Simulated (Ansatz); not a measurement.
# Lattice dynamics of Li2BeSi2 (built on the sites of a database entry of SrSi2Ag2), part 2 of 2

Task: relax Li2BeSi2 (built on the sites of a database entry of SrSi2Ag2), then find its harmonic phonons.

Ansatz 0.2.0; DFT PBEsol, scalar-relativistic, plane waves, PAW.

So far. Step 4 (Tight relaxation): The largest force component left is 0.043 meV/Å and the pressure is -0.001 GPa, within the tolerances set. The cell now holds 13.93 Å³/atom. Step 5 (Linear response at the zone centre): Before it was imposed, the acoustic sum rule was missed by 1.4e-5 eV/Å². Small misses are needed for a sound result but don't prove that mesh and cutoff are converged. The lowest optical mode is real, 98.2 cm⁻¹. The relaxed cell has a = 3.438, c = 11.786 Å (conventional setting).

The structure was built from a prototype and need not be the compound's stable phase.

## (6) The dispersion

Stability and thermal properties need the whole zone. Linear response on a 2×2×2 q mesh gives force constants as far as a supercell of that size would.

Contents of input.yaml:

```yaml
crystal:
  lattice:
    - [-1.7192334977, 1.7192334977, 5.8929231129]
    - [1.7192334977, -1.7192334977, 5.8929231129]
    - [1.7192334977, 1.7192334977, -5.8929231129]
  atoms:
    - { symbol: Be, position: [0.0, 0.0, 0.0] }
    - { symbol: Si, position: [0.4069268842, 0.4069268842, 0.0] }
    - { symbol: Si, position: [0.5930731158, 0.5930731158, 0.0] }
    - { symbol: Li, position: [0.75, 0.25, 0.5] }
    - { symbol: Li, position: [0.25, 0.75, 0.5] }
kpoints:
  mp_grid: { grid: [16, 16, 16] }
hamiltonian:
  xc: pbesol
scf:
  occupations: { method: methfessel_paxton, width: 0.2 }
output:
  eigenvalues: true
phonons:
  method: dfpt
  qmesh: [2, 2, 2]
  temperatures: { t_max: 1000, t_step: 50 }
  qpath:
    path:
      - [[0.0, 0.0, 0.0], [0.0, 0.0, 0.5], [0.25, 0.25, 0.25], [0.0, 0.5, 0.0], [0.0, 0.0, 0.0], [0.5, 0.5, -0.5], [0.27127885, 0.72872115, -0.27127885]]
      - [[-0.27127885, 0.27127885, 0.27127885], [0.0, 0.0, 0.0]]
      - [[0.0, 0.0, 0.5], [-0.0425577, 0.0425577, 0.5]]
      - [[0.5, 0.5, -0.0425577], [0.5, 0.5, -0.5]]
    npoints: 10
```

Run with:

```
$ ansatz run input.yaml --threads 8 --pin off --max-ram 14336MiB --backend cpu --events-out ev --progress --plain --runs-dir out
```

Numbers of over 12 decimals in the logs are rounded to 6 here.

Log:

```text
Warning: phonons: the dynamical matrix that this run interpolates holds no multipole term above the dipole-dipole one, and a site of this crystal is no centre of inversion, so its interpolated transverse optical and acoustic branches and sound speeds can stay off near Gamma, and the density of states and the thermodynamics with them. What a run solves at a wave vector of phonons.qpoints, Gamma apart, where the deck admits one, is free of this, and under fd what a larger phonons.supercell samples
[...]
Crystal: 5 atoms, lattice volume = 69.672 Å³
Basis set: ecut = 420 eV, 1371 PW (Γ), exchange–correlation on 90×90×90 points (8 copies of the dense FFT grid, shifted against one another)
Bands: 13, of which v1, the nominal top of the filled ones, is band 8 counted from 1 (7 counted from 0)
Symmetry: 16 space group operations
k-points: 349 of 4096
[...]
SCF iter   1: F=—  HF=-1738.192167 eV  |F-HF|=—  |Δ(HF+E_count)|=         —  Δρ=2.52e-3  dr2=3.39e-3  ethr=1.77e-3  ⟨swp⟩=5.1  Hψ=28296  notcnv=0
[...]
SCF iter   8: F=-1738.190483 eV  HF=-1738.190483 eV  |F-HF|=2.27e-13  |Δ(HF+E_count)|=  1.48e-11  S|Δr|=    0.00e0  Δρ=4.35e-8  dr2=1.22e-12  ethr=1.00e-12  ⟨swp⟩=7.0  Hψ=19779  notcnv=0
SCF 1 converged in 8 iterations: F = -1738.190483 eV  dr2 = 1.22e-12
[...]
SCF iter   7: F=-1738.190483 eV  HF=-1738.190483 eV  |F-HF|=3.41e-12  |Δ(HF+E_count)|=  5.46e-12  S|Δr|=    0.00e0  Δρ=9.87e-8  dr2=5.33e-12  ethr=1.00e-12  ⟨swp⟩=2.0  Hψ=8418  notcnv=0
SCF 2 converged in 7 iterations: F = -1738.190483 eV  dr2 = 5.33e-12
phonons: the bands overlap, so this run is a metal and interpolates without the dipole-dipole term. If the crystal is really an insulator or semiconductor, its LO-TO splitting is missing
NSCF: frozen V_eff on 349 k-points
WARN: eigensolver did not converge in 13 slots of this pass, the one above among them; of largest residual over every band (k=3): 1 band(s) unlocked (lowest unlocked band 12, counted from 0; max residual 6.43e-4 eV among the unlocked bands, 6.43e-4 eV over every band); of lowest unlocked band (k=1): band 12
[...]
DFPT response loops at q = (0, 0, 0) (fractional): preconditioner auto → Kerker (q_TF=auto, 2.135 Å⁻¹) (partly filled bands, converged f_vac=0.000); β = 1.00, the filter's whole step (`scf.mixing.beta` (0.50) is not read by the response loops under this deck's `scf.mixing.preconditioner`; to damp them name `kerker` or `kerker_dos`, under which they read `scf.mixing.beta`, and type it under 1.00, their step now; both keys bind the ground state too); Broyden in place of MSR1
[...]
SCF converged after 8 iterations
[...]
Free energy (F): -1738.190483 eV
[...]
Internal energy: -1738.193221 eV  (E = F + TS)
E sigma→0 (E₀):  -1738.191167 eV
Entropy (-TS):   0.002738 eV (0.548 meV/atom)
Fermi energy:    5.971873 eV
[...]
--- Band table (eV; the first three rows and the last of 349) ---
  k-point 0: bands = [... 4 lower, 1.4856, 5.5474, 5.5474, 7.7377, 7.7377, 8.0475, 8.4013, 9.5999, ... 1 higher]
  k-point 1: bands = [... 4 lower, 1.5350, 5.1233, 5.1569, 6.9032, 7.5552, 8.5995, 9.1820, 10.1415, ... 1 higher]
  k-point 2: bands = [... 4 lower, 1.6787, 4.3482, 4.3504, 5.8850, 7.1040, 9.7193, 10.0271, 11.3250, ... 1 higher]
  k-point 348: bands = [... 4 lower, 3.0388, 5.2547, 5.2547, 6.5280, 7.7647, 9.5568, 9.5568, 9.8824, ... 1 higher]
--- Phonons (Γ-DFPT): 6 representative perturbations + reference (Σ response iterations 18) ---
  ASR residual: 1.324e-5 → 0.000e0 eV/Å²; symmetrization residual: 8.050e-7 eV/Å²
  ASR residual per site (eV/Å²): 1.21e-5 1.32e-5 1.32e-5 1.29e-5 1.29e-5
[...]
--- Phonons (arbitrary-q DFPT): 4 irreducible q on the 2×2×2 mesh ---
  q = [0.0000, 0.0000, 0.0000] (star 1, of the zone-centre solve; hermiticity 8.48e-8, symmetrization 2.24e-15): 0.00 0.00 0.00 98.22 98.22 102.67 134.15 134.15 285.47 285.47 325.27 457.17 510.71 510.71 561.96
  q = [0.0000, 0.0000, -0.5000] (star 2, 6 solved perturbations in 5157 linear systems a pass and spin channel, the states on 1098 of 4096 k-point pairs; hermiticity 7.66e-8, symmetrization 3.98e-14): -143.70 -129.39 -82.37 93.30 111.20 164.94 174.17 179.36 184.16 248.09 368.45 389.15 496.43 549.16 599.02
  q = [0.0000, -0.5000, 0.0000] (star 4, 9 solved perturbations on 1098 of 4096 k-point pairs; hermiticity 7.21e-8, symmetrization 4.60e-14): -106.32 -96.86 -65.53 -56.03 77.66 121.34 140.63 196.68 351.06 393.60 400.53 406.23 408.03 419.30 563.38
[...]
sum rule: each row above includes the acoustic sum rule's correction from the zone centre's row sums; it moved no ω² by more than (0.71 cm⁻¹)²
  mesh force constants: q→R imaginary residual 3.11e-18; ASR residual 1.324e-5 → 0.000e0 eV/Å²; symmetrization residual 1.421e-14 eV/Å²
  interpolated dispersion: 94 rows × 15 modes
  density of states and harmonic sums: on the 20×20×26 q-mesh, interpolated from the force constants of a 2×2×2 supercell (no non-analytic term)
  largest difference from the sums on the solved wave vectors: F 1.85e-1 eV, S 2.39e-4 and C_V 5.78e-5 eV/K
  zero-point energy: 0.219086 eV/cell   skipped modes (ω ≤ 0): 7240, of them read as no rigid motion or as one in doubt: 7237 (2.745e0 modes/cell left out, lowest -143.70 cm⁻¹)   left out of the sums: 1.83e-1 of the cell's modes: C_V's classical limit lies that fraction below 3 k_B per atom; for a crystal, a wire or a layer, F and S can be off by more, and a phonons.interpolated_qmesh denser along its periods is the remedy for the sampling
```

Run time: 5.1 min. Hardware: 8 threads of Arm Neoverse V2, shared host; peak memory 2.6 GiB.

Numbers from this step:

- sum-rule residual before enforcement: 1.32e-5 eV/Å²
- lowest frequency on the path: -143.7 cm⁻¹
- highest frequency on the path or at a solved wavevector: 599.0 cm⁻¹
- lowest mode on the q mesh (acoustic modes at Γ apart): -143.7 cm⁻¹

Frequencies (cm⁻¹) solved at each irreducible wavevector; negative means imaginary. Frequencies by wavevector, by row:

```
q in reciprocal lattice units  star  mode 1  mode 2  mode 3  mode 4  mode 13  mode 14  mode 15
                        0 0 0     1       0       0       0    98.2    510.7    510.7      562
                     0 0 -0.5     2  -143.7  -129.4   -82.4    93.3    496.4    549.2      599
                     0 -0.5 0     4  -106.3   -96.9   -65.5     -56      408    419.3    563.4
               -0.5 -0.5 -0.5     1   -64.8   -64.8    87.4    87.4    513.7    513.7      595
```

Interpolated from a 2×2×2 q mesh, rough between the solved points. Phonon branches along the path, in cm⁻¹:

```
     point  branch 1  branch 2  branch 3  branch 4  branch 12  branch 13  branch 14  branch 15
         Γ         0         0         0        98        457        511        511        562
   halfway      -117       -91        32        47        414        425        530        564
         X      -144      -129       -82        93        389        496        549        599
   halfway      -142      -133       -65        81        386        496        550        599
         P      -139      -139        37        37        380        496        551        598
   halfway      -128      -106       -61        54        394        480        513        580
         N      -106       -97       -66       -56        406        408        419        563
   halfway       -60       -60       -25        42        433        482        482        563
         Γ         0         0         0        98        457        511        511        562
   halfway       -47       -47        91        91        414        512        512        581
         M       -65       -65        87        87        351        514        514        595
   halfway       -68        -8        52        75        357        485        490        586
         S      -108       -93       -68        34        404        414        425        566
jump to S0      -108       -93       -68        34        404        414        425        566
   halfway       -77       -68       -15        -6        437        476        479        558
         Γ         0         0         0        98        457        511        511        562
 jump to X      -144      -129       -82        93        389        496        549        599
   halfway      -143      -129       -82        92        389        497        548        599
         R      -142      -128       -80        89        388        497        545        598
jump to G′      -142      -128       -80        89        388        497        545        598
   halfway      -103       -47       -31        75        405        417        513        587
         M       -65       -65        87        87        351        514        514        595
```

Tetrahedra on a 20×20×26 mesh, mean over bins of 10 cm-1. Interpolated from a 2×2×2 q mesh, rough between the solved points. Phonon density of states against wavenumber; read off at these points:

wavenumber (cm⁻¹), phonon density of states (1/cm⁻¹/cell) and a bar:
```
     -145     0.0015 #
     -125     0.0238 ##########
     -105     0.0289 ############
      -85     0.0195 ########
      -65     0.0288 ############
      -45     0.0203 #########
      -25     0.0103 ####
       -5     0.0062 ###
       15     0.0061 ###
       35     0.0104 ####
       55     0.0222 #########
       75     0.0535 #######################
       95     0.0146 ######
      115     0.0034 #
      135     0.0399 #################
      145     0.0709 ##############################
      155     0.0341 ##############
      175     0.0234 ##########
      195     0.0170 #######
      215     0.0218 #########
      245     0.0154 ######
      265     0.0103 ####
      285     0.0152 ######
      305     0.0105 ####
      325     0.0108 #####
      345     0.0250 ###########
      365     0.0397 #################
      385     0.0364 ###############
      405     0.0214 #########
      425     0.0211 #########
      445     0.0152 ######
      465     0.0137 ######
      485     0.0191 ########
      505     0.0225 ##########
      525     0.0089 ####
      545     0.0057 ##
      565     0.0309 #############
      585     0.0269 ###########
      605     0.0000
```

The partial phonon density of states has structure finer than the step of the table below, so its rows give means over 25 cm⁻¹, whole bins alone (the curve runs from -153 to 627 cm⁻¹). Peaks (cm⁻¹: height): Be 82.2: 0.0139, 141.0: 0.0539; Li 366.8: 0.0357, 509.1: 0.0238, 582.7: 0.00605; Si -104.3: 0.0225, 72.3: 0.0366, 209.7: 0.0121, 568.0: 0.0252.

Phonopy on the run's constants, 17x17x21 mesh, Gaussian sigma 5.6 cm-1. Interpolated from a 2×2×2 q mesh, rough between the solved points. The partial phonon density of states by wavenumber; means over each step; values in 1/cm⁻¹/cell:

```
wavenumber (cm⁻¹)       Be       Li       Si
             -125   3.9e-4  0.00257   0.0178
             -100  0.00239  0.00253   0.0212
              -75  0.00387  0.00197   0.0172
              -50  0.00585  0.00167   0.0162
              -25  0.00281   8.2e-4  0.00788
                0   9.2e-4   2.5e-4  0.00240
               25  0.00291   5.8e-4  0.00626
               50  0.00574   9.3e-4   0.0158
               75   0.0112  0.00114   0.0307
              100  0.00750   2.2e-4  0.00601
              125   0.0215   7.5e-4  0.00306
              150   0.0400  0.00103  0.00537
              175   0.0129  0.00376  0.00516
              200   8.9e-4  0.00660   0.0105
              225   3.6e-4  0.00730   0.0104
              250   1.3e-4  0.00805  0.00479
              275   5.4e-5   0.0112  0.00145
              300   2.9e-5   0.0102  0.00107
              325   1.1e-5   0.0122   7.9e-4
              350   1.0e-4   0.0283  0.00268
              375   1.8e-4   0.0322  0.00449
              400   9.3e-5   0.0204  0.00369
              425   1.1e-4   0.0153  0.00269
              450   6.7e-5   0.0131  0.00151
              475   1.0e-5   0.0144  0.00185
              500   1.0e-5   0.0203  0.00289
              525   1.6e-6   0.0118  0.00106
              550   2.7e-6  0.00333  0.00522
              575   1.6e-5  0.00458   0.0223
              600   3.0e-6  0.00232  0.00532
```

Symmetry leaves 4 wavevectors to solve. The lowest mode among them, the acoustic zeros apart, lies at q = (0, 0, -0.5) and is imaginary, 143.7i cm⁻¹, so the energy falls along it.

## (7) Another isotope, element Li, natural mass 6.94 amu

An isotope changes the mass and not the force constants, so no new electronic calculation is needed; the shifts show which modes move this element.

The same force constants with the mass of Li changed from 6.940 to 6.015 u (phonopy, no LO-TO term). Both lists are sorted by frequency; levels can cross, so a row need not hold one and the same mode. Modes under 3 cm⁻¹ are left out. Isotope shifts, by row, the first 40 of 57 rows:

```
       q  rank  natural mass (cm⁻¹)  changed mass (cm⁻¹)
   0 0 0     4                98.22                98.32
   0 0 0     5                98.22                98.32
   0 0 0     6                102.7                103.4
   0 0 0     7                134.2                134.7
   0 0 0     8                134.2                134.7
   0 0 0     9                285.5                301.8
   0 0 0    10                285.5                301.8
   0 0 0    11                325.3                349.4
   0 0 0    12                457.2                481.8
   0 0 0    13                510.7                  548
   0 0 0    14                510.7                  548
   0 0 0    15                  562                  562
0 0 -0.5     1               -143.7               -144.5
0 0 -0.5     2               -129.4               -130.8
0 0 -0.5     3               -82.37               -82.37
0 0 -0.5     4                 93.3                 93.3
0 0 -0.5     5                111.2                111.2
0 0 -0.5     6                164.9                177.2
0 0 -0.5     7                174.2                179.4
0 0 -0.5     8                179.4                184.2
0 0 -0.5     9                184.2                187.1
0 0 -0.5    10                248.1                  249
0 0 -0.5    11                368.4                393.6
0 0 -0.5    12                389.1                413.3
0 0 -0.5    13                496.4                513.4
0 0 -0.5    14                549.2                587.7
0 0 -0.5    15                  599                622.2
0 -0.5 0     1               -106.3               -106.5
0 -0.5 0     2               -96.86               -97.06
0 -0.5 0     3               -65.53               -65.82
0 -0.5 0     4               -56.03               -56.61
0 -0.5 0     5                77.66                77.83
0 -0.5 0     6                121.3                121.4
0 -0.5 0     7                140.6                140.6
0 -0.5 0     8                196.7                198.2
0 -0.5 0     9                351.1                373.4
0 -0.5 0    10                393.6                420.8
0 -0.5 0    11                400.5                428.9
0 -0.5 0    12                406.2                435.4
0 -0.5 0    13                  408                437.4
```

A mode of this element alone would shift by +7.41 %. The highest zone-centre frequency without the field goes from 562.0 to 562.0 cm⁻¹ (+0.0 %). The product of the frequency ratios over all optical modes at Γ is 1.482; the product rule, (m/m′)^(3k/2) (M′/M)^(3/2) with k = 2 such atoms and M the mass of the cell, gives 1.482.

## (8) Another isotope, element Si, natural mass 28.085 amu

The same for Si, from 28.09 to 29.97 u.

The same force constants with the mass of Si changed from 28.085 to 29.974 u (phonopy, no LO-TO term). Both lists are sorted by frequency; levels can cross, so a row need not hold one and the same mode. Modes under 3 cm⁻¹ are left out. Isotope shifts, by row, the first 40 of 57 rows:

```
       q  rank  natural mass (cm⁻¹)  changed mass (cm⁻¹)
   0 0 0     4                98.22                95.12
   0 0 0     5                98.22                95.12
   0 0 0     6                102.7                102.5
   0 0 0     7                134.2                133.9
   0 0 0     8                134.2                133.9
   0 0 0     9                285.5                283.4
   0 0 0    10                285.5                283.4
   0 0 0    11                325.3                325.3
   0 0 0    12                457.2                453.6
   0 0 0    13                510.7                510.5
   0 0 0    14                510.7                510.5
   0 0 0    15                  562                  544
0 0 -0.5     1               -143.7               -139.4
0 0 -0.5     2               -129.4               -125.9
0 0 -0.5     3               -82.37               -79.73
0 0 -0.5     4                 93.3                90.33
0 0 -0.5     5                111.2                111.2
0 0 -0.5     6                164.9                164.9
0 0 -0.5     7                174.2                174.2
0 0 -0.5     8                179.4                179.3
0 0 -0.5     9                184.2                184.1
0 0 -0.5    10                248.1                240.6
0 0 -0.5    11                368.4                367.5
0 0 -0.5    12                389.1                387.3
0 0 -0.5    13                496.4                488.8
0 0 -0.5    14                549.2                548.2
0 0 -0.5    15                  599                  589
0 -0.5 0     1               -106.3               -104.9
0 -0.5 0     2               -96.86               -93.85
0 -0.5 0     3               -65.53                -64.5
0 -0.5 0     4               -56.03                -54.5
0 -0.5 0     5                77.66                75.26
0 -0.5 0     6                121.3                121.2
0 -0.5 0     7                140.6                140.6
0 -0.5 0     8                196.7                191.1
0 -0.5 0     9                351.1                349.6
0 -0.5 0    10                393.6                392.8
0 -0.5 0    11                400.5                  400
0 -0.5 0    12                406.2                405.8
0 -0.5 0    13                  408                407.6
```

A mode of this element alone would shift by -3.20 %. The highest zone-centre frequency without the field goes from 562.0 to 544.0 cm⁻¹ (-3.2 %). The product of the frequency ratios over all optical modes at Γ is 0.882; the product rule, (m/m′)^(3k/2) (M′/M)^(3/2) with k = 2 such atoms and M the mass of the cell, gives 0.882.

## (9) Outcome

```yaml
space_group_after_relaxation_within_0p01_a: I4/mmm
volume_per_atom: 13.9 Å³
electronic_character: no gap on this mesh
highest_optical_mode_at_the_zone_centre_no_lo_to_term: 562 cm⁻¹
lowest_optical_zone_centre_mode: 98.2 cm⁻¹
lowest_mode_on_the_q_mesh_acoustic_modes_at_gamma_apart: -144 cm⁻¹
highest_frequency_on_the_path_or_at_a_solved_wavevector: 599 cm⁻¹
imaginary_modes_on_the_2x2x2_q_mesh: yes
```

**Reading.** Modes are clearly imaginary (beyond 10i cm⁻¹) at 3 of the 4 irreducible wavevectors, most at q = (0, 0, -0.5) (143.7i cm⁻¹), so this structure is not a minimum of the energy. The optical modes at Γ span 98 to 562 cm⁻¹. The highest mode in this list at Γ, 562.0 cm⁻¹, is mostly motion of Si (100 % of the kinetic energy). The q mesh stands for a supercell only 6.9 Å across, so branches between the solved wavevectors are rough. With no gap, or one that is small against the smearing, the frequencies hang on the k mesh and the smearing, most of all near Kohn anomalies. A phonon run warned that its eigensolver left some bands unconverged in a pass. The starting cell was built on a prototype and not taken from a measurement, so the phase need not exist. These are harmonic frequencies at zero temperature: anharmonic shifts, linewidths and thermal expansion are left out.

[Logs are printed without paths, hosts, clocks, repeated set-up lines and the standing remarks that a program may print on its own settings, such as how far it seeks lower states.]

[Hosts, paths, dates, database ids (printed as entryN), source tags and the programs' standing remarks are cut or masked in the printed files.]
